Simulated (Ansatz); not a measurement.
## C (Diamond, Fd-3m): thermal expansion from first principles

How much does C (Diamond) expand with temperature?

What experiment has found for this phase:
- volume expansion coefficient 3.5 1e-6/K and bulk modulus 442 GPa near room temperature (given in “High-Throughput Prediction of Finite-Temperature Properties using the Quasi-Harmonic Approximation”, 2016, arXiv:1603.06924)
- volume expansion coefficient 3.45 1e-6/K near room temperature (given in “Electron density and thermal motion of diamond at elevated temperatures (three times its linear coefficient)”, 2023, pmc:9813686)

Program: Ansatz 0.2.0. Level of theory: DFT LDA, scalar-relativistic, plane waves, PAW. Values are calculated unless marked as measured.

**1. The structure**

It takes space group Fd-3m (No. 227, cubic). The conventional cell has a = 3.567 Å, b = 3.567 Å, c = 3.567 Å, α = 90.00°, β = 90.00°, γ = 90.00°. C has 4 C at 1.54 Å nearest.

Structure file:

```cif
data_structure
_symmetry_space_group_name_H-M 'P 1'
_symmetry_Int_Tables_number 1
_cell_length_a 2.5221
_cell_length_b 2.5221
_cell_length_c 2.5221
_cell_angle_alpha 60.000
_cell_angle_beta 60.000
_cell_angle_gamma 60.000
_cell_volume 11.34
loop_
_atom_site_label
_atom_site_type_symbol
_atom_site_fract_x
_atom_site_fract_y
_atom_site_fract_z
_atom_site_occupancy
C1 C 0.00000 0.00000 0.00000 1
C2 C 0.25000 0.25000 0.25000 1
```

**2. A first coarse run**

A cheap single point shows whether the cell is a metal or an insulator and how far it is from rest; that sets the k-mesh and the occupations of what follows.

Input file input.yaml:

```yaml
crystal:
  lattice:
    - [0.0, 1.78337, 1.78337]
    - [1.78337, 0.0, 1.78337]
    - [1.78337, 1.78337, 0.0]
  atoms:
    - { symbol: C, position: [0.0, 0.0, 0.0] }
    - { symbol: C, position: [0.25, 0.25, 0.25] }
kpoints:
  mp_grid: { grid: [8, 8, 8] }
hamiltonian:
  xc: lda
scf:
  occupations: { method: gaussian, width: 0.1 }
  lower_state_search: "off"
output:
  forces: true
  stress: true
  eigenvalues: true
```

Launch:

```console
$ ansatz run input.yaml --threads 8 --pin off --max-ram 16384MiB --backend cpu --events-out ev --progress --plain --runs-dir out
```

What it wrote:

```text
Engine: ansatz 0.2.0, aarch64-unknown-linux-gnu
Pseudopotentials: kind: paw
Pseudopotential: C, paw, valence charge 4, recommended cutoff 420 eV (normal), C.paw.azcp
Functional definition: SPW92
  exchange = slater_x
  correlation = pw_c
Crystal: 2 atoms, lattice volume = 11.344 Å³
Basis set: ecut = 420 eV, 229 PW (Γ)
Bands: 8, of which v1, the nominal top of the filled ones, is band 4 counted from 1 (3 counted from 0)
Symmetry: 48 space group operations
Space group: Fd-3m (ITA 227), of the structure as read, at distance tolerance 2.2e-5 Å
k-points: 29 of 512
Non-local potential: C, projectors of the file, l = 0: 2, l = 1: 2, l = 2: 1
PAW form: soft (Blöchl's): semilocal exchange-correlation on the pseudo side does not see the compensation charge
PAW frozen core: C, regenerated for the run's functional, and the local potential with it (the file was generated under x = pbe(κ = 0.804, μ = 0.219515), c = pbe(β = 0.066725))
PAW one-centre angular grid: C, 110 points (default); XC on 64 Gauss nodes
Initial density: superposition of atomic densities (neutral atoms: chi_scale 0, normalization atom), corrected by the library's trained network
Initial wavefunctions: pseudopotential atomic-orbital guess
Functional: x = slater, c = lda
SCF iter   1: F=—  HF=-485.971071 eV  |F-HF|=—  |Δ(HF+E_count)|=         —  Δρ=7.12e-3  dr2=1.98e-3  ethr=1.77e-3  ⟨swp⟩=4.5  Hψ=1493  notcnv=0
preconditioner: auto → none  [insulator: Δε(μ)=4.100 eV  Ē_g=19.481 eV  σ=0.100 eV  W_gap=1.00  n_scr=0 (ndim 8)  ℏωp=31.2 eV  f_vac=0.000  D(μ)=0.00/eV (n_scr^D=0)  ε∞_Penn≈3.6]
SCF iter   2: F=—  HF=-485.970625 eV  |F-HF|=—  |Δ(HF+E_count)|=   4.46e-4  Δρ=3.35e-3  dr2=4.39e-4  ethr=2.48e-5  ⟨swp⟩=1.0  Hψ=467  notcnv=0
SCF iter   3: F=—  HF=-485.970504 eV  |F-HF|=—  |Δ(HF+E_count)|=   1.21e-4  Δρ=1.03e-4  dr2=1.09e-6  ethr=5.49e-6  ⟨swp⟩=1.0  Hψ=232  notcnv=0
SCF iter   4: F=—  HF=-485.970505 eV  |F-HF|=—  |Δ(HF+E_count)|=   8.84e-7  Δρ=3.02e-5  dr2=6.86e-8  ethr=1.37e-8  ⟨swp⟩=2.3  Hψ=353  notcnv=0
iter 5 did not close the SCF: its close was put off for the readings that it lacked (scf_convergence_deferred on its scf_iter line)
SCF iter   5: F=-485.970505 eV  HF=-485.970505 eV  |F-HF|=9.69e-10  |Δ(HF+E_count)|=   1.59e-8  Δρ=4.13e-6  dr2=1.53e-9  ethr=8.57e-10  ⟨swp⟩=2.3  Hψ=342  notcnv=0
SCF iter   6: F=-485.970505 eV  HF=-485.970505 eV  |F-HF|=2.33e-12  |Δ(HF+E_count)|=  6.95e-10  Δρ=6.17e-7  dr2=1.07e-11  ethr=1.92e-11  ⟨swp⟩=1.3  Hψ=749  notcnv=0
SCF 1 converged in 6 iterations: F = -485.970505 eV  dr2 = 1.07e-11
  greatest PAW one-centre occupation: 0.635 electrons in one spin orbital (limit 2), on the C atom at site 1 (counted from 0), in its partial waves of l = 0
SCF converged after 6 iterations
Free energy (F): -485.970505 eV
Harris-Foulkes:  -485.970505 eV  (|F-HF|=2.33e-12)
Internal energy: -485.970505 eV  (E = F + TS)
E sigma→0 (E₀):  -485.970505 eV
Fermi energy:    15.113865 eV
--- Per-component energies (eV) ---
  E_band       = 33.226490
  E_kinetic    = 184.441083
  E_local      = -124.338860  (includes V_loc(G=0)·N_el)
  E_nonlocal   = 55.372443
  E_hartree    = 26.560485
  E_xc         = -96.666196
  E_vxc        = -120.324698  (∫ρ·V_xc dr)
  E_paw        = -183.503783  (= ΣΔE_a)
  E_vpaw       = -15.044457  (= ΣTr[D̂ρ^β])
  E_aug_tail   = 0.000021  (compensation charges beyond the density's cutoff)
  E_ewald      = -347.961363
  E_core_change = 0.125665  (= ΣΔE_core)
  E_smearing   = -0.000000  (= −TS)
  E_closure    = 0.000000  (closes the sum)
  Σ components = -485.970505   (vs F -485.970505, Δ=0.00e0)
--- Forces (eV/Å), atoms counted from 1 ---
  atom   1  C     -0.00000000     0.00000000    -0.00000000
  atom   2  C      0.00000000    -0.00000000     0.00000000
  max |Σ_I F_I| component: 6.48e-17 eV/Å
--- Stress (GPa, compression-positive) ---
      -13.083433      -0.000000       0.000000
       -0.000000     -13.083433      -0.000000
       -0.000000      -0.000000     -13.083433
  P = ⅓ Tr σ = -13.0834 GPa (-130.834 kbar)
--- Band table (eV; the first three rows and the last of 29) ---
  k-point 0: bands = ["-8.2651", "13.0625", "13.0625", "13.0625", "18.6017", "18.6017", "18.6017", "26.5600"]
  k-point 1: bands = ["-7.8334", "10.6695", "12.4102", "12.4102", "19.4551", "19.4551", "19.9006", "26.8574"]
  k-point 2: bands = ["-6.5509", "6.5226", "11.3165", "11.3165", "20.7859", "20.7859", "21.2435", "27.6114"]
  k-point 28: bands = ["1.2759", "1.2759", "4.6974", "4.6974", "23.5069", "23.5069", "25.3746", "25.3746"]
```

Elapsed: 0.2 s, on 8 threads of Arm Neoverse V1, shared host; peak memory 0.23 GiB.

Reading the cycles: dr2 is the Hartree energy of the density residual (eV), the measure of convergence; HF is the Harris–Foulkes estimate of the energy, which meets the free energy F at convergence.

A gap read on the k-mesh alone can miss the band edges.

Numbers from this step:

| Quantity | Value |
| --- | --- |
| pressure | -13.08 GPa |
| gap on the k-mesh | 4.104 eV |
| volume per atom | 5.672 Å³/atom |

The start is under -13 GPa at this level and looks like an insulator or semiconductor on this mesh.

**3. A loose first relaxation**

The start is far from rest, so a relaxation with loose thresholds first brings it near the minimum.

Changes to input.yaml since step 2:

```diff
@@ -9,3 +9,3 @@
 kpoints:
-  mp_grid: { grid: [8, 8, 8] }
+  mp_grid: { grid: [10, 10, 10] }
 hamiltonian:
@@ -19 +19,6 @@
   eigenvalues: true
+relax:
+  adjacent_minimum: "off"
+  f_tol: 0.05
+  max_steps: 80
+  cell: { stress_tol: 0.5 }
```

What it wrote:

```text
[...]
Crystal: 2 atoms, lattice volume = 11.344 Å³
Basis set: ecut = 420 eV, 229 PW (Γ)
Bands: 8, of which v1, the nominal top of the filled ones, is band 4 counted from 1 (3 counted from 0)
Symmetry: 48 space group operations
[...]
k-points: 47 of 1000
[...]
SCF iter   1: F=—  HF=-485.971802 eV  |F-HF|=—  |Δ(HF+E_count)|=         —  Δρ=7.12e-3  dr2=1.99e-3  ethr=1.77e-3  ⟨swp⟩=4.6  Hψ=2425  notcnv=0
[...]
SCF iter   6: F=-485.971191 eV  HF=-485.971191 eV  |F-HF|=1.93e-12  |Δ(HF+E_count)|=  7.24e-10  Δρ=6.19e-7  dr2=1.01e-11  ethr=2.08e-11  ⟨swp⟩=1.4  Hψ=1207  notcnv=0
SCF 1 converged in 6 iterations: F = -485.971191 eV  dr2 = 1.01e-11
[...]
relax step   1: F+E_penalty+E_count = -485.97119109 eV  Δ(F+E_penalty+E_count) = +0.000e0 eV  max|allowed force component| = 9.252e-18 eV/Å  Δτ_max = 0.0000 Å  P = -13.113 GPa  Ω = 11.344 Å³  (6 SCF iters, dr2 threshold 1.00e-7 eV, accepted)
Crystal: 2 atoms, lattice volume = 11.141 Å³
[...]
iter 1 solved again at ethr=3.05e-5 eV; its pass at ethr=3.10e-3 eV (dr2=2.44e-3 eV) is discarded
[...]
SCF iter   6: F=-485.984456 eV  HF=-485.984456 eV  |F-HF|=5.68e-14  |Δ(HF+E_count)|=  3.01e-12  Δρ=7.32e-8  dr2=2.07e-13  ethr=1.00e-12  ⟨swp⟩=1.0  Hψ=951  notcnv=0
SCF 2 converged in 6 iterations: F = -485.984456 eV  dr2 = 2.07e-13
[...]
relax step   2: F+E_penalty+E_count = -485.98445577 eV  Δ(F+E_penalty+E_count) = -1.326e-2 eV  max|allowed force component| = 9.714e-17 eV/Å  Δτ_max = 0.0000 Å  P = -5.076 GPa  Ω = 11.141 Å³  energy of the carried Pulay correction = +1.679e-3 eV  (6 SCF iters, dr2 threshold 2.00e-7 eV, accepted)
Crystal: 2 atoms, lattice volume = 11.016 Å³
Basis set: ecut = 420 eV, 181 PW (Γ)
[...]
SCF iter   6: F=-485.987416 eV  HF=-485.987416 eV  |F-HF|=0.00e0  |Δ(HF+E_count)|=  8.53e-13  Δρ=2.69e-8  dr2=3.06e-14  ethr=1.00e-12  ⟨swp⟩=1.0  Hψ=951  notcnv=0
SCF 3 converged in 6 iterations: F = -485.987416 eV  dr2 = 3.06e-14
[...]
relax step   3: F+E_penalty+E_count = -485.98741586 eV  Δ(F+E_penalty+E_count) = -2.960e-3 eV  max|allowed force component| = 1.758e-16 eV/Å  Δτ_max = 0.0000 Å  P = +0.188 GPa  Ω = 11.016 Å³  energy of the carried Pulay correction = +2.725e-3 eV  (6 SCF iters, dr2 threshold 2.00e-7 eV, accepted)
[...]
SCF iter   7: F=-485.985268 eV  HF=-485.985268 eV  |F-HF|=5.68e-14  |Δ(HF+E_count)|=  1.14e-13  Δρ=2.42e-10  dr2=5.07e-18  ethr=1.00e-12  ⟨swp⟩=1.0  Hψ=940  notcnv=0
SCF 4 converged in 7 iterations: F = -485.985268 eV  dr2 = 5.07e-18
relax step   4: F+E_penalty+E_count = -485.98526827 eV  Δ(F+E_penalty+E_count) = +2.148e-3 eV  max|allowed force component| = 1.480e-16 eV/Å  Δτ_max = 0.0000 Å  P = -0.132 GPa  Ω = 11.016 Å³  stress off target by 1.32e-1 GPa  SCF on the basis re-selected at this cell (its energy is not comparable with the rows above)  (7 SCF iters)
basis re-selected at this cell: Δ(F+E_penalty+E_count) = +2.148e-3 eV, ΔP = -0.321 GPa vs the last step (what re-selecting the basis moved, of the pressure what is left beyond the Pulay correction that the steps carried, after the strain that the cell walked since its last selection, with what the two solves' SCF thresholds leave and, on support functions, any second-order correction that the steps lacked; it is no m [...]
SCF converged after 7 iterations
Free energy (F): -485.985268 eV
[...]
Internal energy: -485.985268 eV  (E = F + TS)
E sigma→0 (E₀):  -485.985268 eV
Fermi energy:    15.699569 eV
[...]
--- Stress (GPa, compression-positive) ---
       -0.132482      -0.000000      -0.000000
       -0.000000      -0.132482      -0.000000
       -0.000000      -0.000000      -0.132482
  P = ⅓ Tr σ = -0.1325 GPa (-1.325 kbar)
--- Band table (eV; the first three rows and the last of 47) ---
[...]
--- Relaxed structure (3 steps of the walk, 3 accepted, 1 SCFs on fresh bases) ---
  F+E_penalty+E_count = -485.98526827 eV   max|allowed force component| = 1.480e-16 eV/Å   (the final SCF, on the basis selected at the relaxed cell)
  cell:  # Å, volume = 11.0164 Å³
    - [0, 1.766050, 1.766050]
    - [1.766050, 0, 1.766050]
    - [1.766050, 1.766050, 0]
  atoms:
    - { symbol: C, position: [0, 0, 0] }
    - { symbol: C, position: [0.25, 0.25, 0.25] }
```

It took 0.6 s on 8 threads; peak memory 0.25 GiB.

Relaxation path:

```csv
step,energy less that of the first step (eV),largest force component (eV/Å),pressure (GPa),volume (Å³)
1,0.0000,0.0000,-13.11,11.34
2,-0.0133,0.0000,-5.08,11.14
3,-0.0162,0.0000,0.19,11.02
4*,-0.0141,0.0000,-0.13,11.02
```

Relaxation steps marked * repeat the geometry before them on a plane-wave basis chosen anew for their cell, so energy and pressure can jump there.

The run keeps the 48 symmetry operations that the program found, so distortions that break them were not tested.

```csv
"conventional cell, symmetrised",before,after,change
a (Å),3.567,3.532,-1.0 %
b (Å),3.567,3.532,-1.0 %
c (Å),3.567,3.532,-1.0 %
volume (Å³/atom),5.67,5.51,-2.9 %
```

Final coordinates:

```cif
data_structure
_symmetry_space_group_name_H-M 'P 1'
_symmetry_Int_Tables_number 1
_cell_length_a 2.4976
_cell_length_b 2.4976
_cell_length_c 2.4976
_cell_angle_alpha 60.000
_cell_angle_beta 60.000
_cell_angle_gamma 60.000
_cell_volume 11.02
loop_
_atom_site_label
_atom_site_type_symbol
_atom_site_fract_x
_atom_site_fract_y
_atom_site_fract_z
_atom_site_occupancy
C1 C 0.00000 0.00000 0.00000 1
C2 C 0.25000 0.25000 0.25000 1
```

This step gave:

| Quantity | Value |
| --- | --- |
| pressure | -0.1325 GPa |
| gap on the k-mesh | 4.206 eV |
| volume per atom | 5.508 Å³/atom |

The relaxation ends with a pressure of -0.13 GPa.

**4. Finding the static equilibrium**

The vibrations must be taken about the equilibrium of this functional, not about the starting cell, so the structure is relaxed.

Input file input.yaml:

```yaml
crystal:
  lattice:
    - [0.0, 1.7660495862, 1.7660495862]
    - [1.7660495862, 0.0, 1.7660495862]
    - [1.7660495862, 1.7660495862, 0.0]
  atoms:
    - { symbol: C, position: [0.0, 0.0, 0.0] }
    - { symbol: C, position: [0.25, 0.25, 0.25] }
kpoints:
  mp_grid: { grid: [12, 12, 12] }
hamiltonian:
  xc: lda
scf:
  occupations: { method: gaussian, width: 0.02 }
  lower_state_search: "off"
output:
  forces: true
  stress: true
  eigenvalues: true
relax:
  adjacent_minimum: "off"
  f_tol: 0.005
  max_steps: 80
  cell: { stress_tol: 0.05 }
```

What it wrote:

```text
[...]
Crystal: 2 atoms, lattice volume = 11.016 Å³
Basis set: ecut = 420 eV, 181 PW (Γ)
Bands: 8, of which v1, the nominal top of the filled ones, is band 4 counted from 1 (3 counted from 0)
Symmetry: 48 space group operations
[...]
k-points: 72 of 1728
[...]
P = ⅓ Tr σ = -0.0062 GPa (-0.062 kbar)
--- Band table (eV; the first three rows and the last of 72) ---
[...]
--- Relaxed structure (3 steps of the walk, 3 accepted, 1 SCFs on fresh bases) ---
[...]
cell:  # Å, volume = 11.0130 Å³
    - [0, 1.765869, 1.765869]
    - [1.765869, 0, 1.765869]
    - [1.765869, 1.765869, 0]
  atoms:
    - { symbol: C, position: [0, 0, 0] }
    - { symbol: C, position: [0.250000, 0.250000, 0.250000] }
[key lines of the parts left out:]
SCF converged after 7 iterations
Free energy (F): -485.985221 eV
Fermi energy:    15.701645 eV
```

The job ended after 0.73 s (8 threads; peak memory 0.26 GiB).

Little changed from the start: no atom moved by 0.005 Å and no cell edge by 0.1 %.

Read from the output:

```
pressure          : -0.006232 GPa
gap on the k-mesh : 4.197 eV
volume per atom   : 5.506 Å³/atom
```

**5. Tight relaxation**

The relaxation is repeated with tighter thresholds on force and stress, since phonons are sensitive to what is left.

input.yaml, the sections that differ from step 4:

```yaml
crystal:
  lattice:
    - [0.0, 1.765868803, 1.765868803]
    - [1.765868803, 0.0, 1.765868803]
    - [1.765868803, 1.765868803, 0.0]
  atoms:
    - { symbol: C, position: [0.0, 0.0, 0.0] }
    - { symbol: C, position: [0.25, 0.25, 0.25] }
scf:
  occupations: { method: fixed }
  lower_state_search: "off"
relax:
  adjacent_minimum: "off"
  f_tol: 0.001
  max_steps: 60
  cell: { stress_tol: 0.01 }
# kpoints, hamiltonian, output: as in step 4
```

What it wrote:

```text
[...]
Crystal: 2 atoms, lattice volume = 11.013 Å³
Basis set: ecut = 420 eV, 181 PW (Γ)
Bands: 8, of which v1, the nominal top of the filled ones, is band 4 counted from 1 (3 counted from 0)
Symmetry: 48 space group operations
[...]
k-points: 72 of 1728
[...]
P = ⅓ Tr σ = -0.0062 GPa (-0.062 kbar)
--- Band table (eV; the first three rows and the last of 72) ---
[...]
--- Relaxed structure (1 steps of the walk, 1 accepted, 1 SCFs on fresh bases) ---
[...]
cell:  # Å, volume = 11.0130 Å³
    - [0.0, 1.765868803, 1.765868803]
    - [1.765868803, 0.0, 1.765868803]
    - [1.765868803, 1.765868803, 0.0]
  atoms:
    - { symbol: C, position: [0.0, 0.0, 0.0] }
    - { symbol: C, position: [0.25, 0.25, 0.25] }
[key lines of the parts left out:]
SCF converged after 3 iterations
Free energy (F): -485.985221 eV
Fermi energy:    13.602936 eV
```

It took 0.39 s on 8 threads; peak memory 0.26 GiB; 1.6 s of CPU time.

Little changed from the start: no atom moved by 0.005 Å and no cell edge by 0.1 %.

This step gave:

```yaml
pressure: -0.006238 GPa
```

The residual pressure is -0.0062 GPa, small enough for phonons.

**6. Relaxing at another setting**

The functional, the potentials or the cutoff change, so the crystal is relaxed again at the new setting.

Changes to input.yaml since step 5:

```diff
@@ -19,2 +19,4 @@
   eigenvalues: true
+basis:
+  ecutwfc: 550.0
 relax:
```

A higher cutoff as a rule lowers the total energy; the question is whether the property still moves.

What it wrote:

```text
[...]
Crystal: 2 atoms, lattice volume = 11.013 Å³
Basis set: ecut = 550 eV, 331 PW (Γ)
Bands: 8, of which v1, the nominal top of the filled ones, is band 4 counted from 1 (3 counted from 0)
Symmetry: 48 space group operations
[...]
k-points: 72 of 1728
[...]
P = ⅓ Tr σ = -0.0017 GPa (-0.017 kbar)
--- Band table (eV; the first three rows and the last of 72) ---
[...]
--- Relaxed structure (3 steps of the walk, 3 accepted, 1 SCFs on fresh bases) ---
[...]
cell:  # Å, volume = 11.0142 Å³
    - [0, 1.765933, 1.765933]
    - [1.765933, 0, 1.765933]
    - [1.765933, 1.765933, 0]
  atoms:
    - { symbol: C, position: [0, 0, 0] }
    - { symbol: C, position: [0.250000, 0.250000, 0.250000] }
[key lines of the parts left out:]
SCF converged after 3 iterations
Free energy (F): -485.994118 eV
Fermi energy:    13.593692 eV
```

Elapsed: 0.65 s, on 8 threads; peak memory 0.27 GiB.

Little changed from the start: no atom moved by 0.005 Å and no cell edge by 0.1 %.

This step gave:

```yaml
pressure: -0.001702 GPa
gap_on_the_k_mesh: 4.204 eV
volume_per_atom: 5.507 Å³/atom
```

The residual pressure is -0.0017 GPa, small enough for phonons.

(Continued in part 2 of 3.)

[Long decimals in the printed logs are rounded to 6 places.]

[Logs are printed without paths, hosts, clocks, repeated set-up lines and the standing remarks that a program may print on its own settings, such as how far it seeks lower states.]

[Hosts, paths, dates, database ids (printed as entryN), source tags and the programs' standing remarks are cut or masked in the printed files.]

[Where the starting crystal was built by hand or by swapping elements, it need not be the compound's stable phase.]

[A step with changed settings may run another functional than the one named; its input shows which.]

[Pressures of single members of a volume series are the stress at the run's cutoff; with an incomplete basis they can lie off −dE/dV of the same runs, and they are not shown converged.]
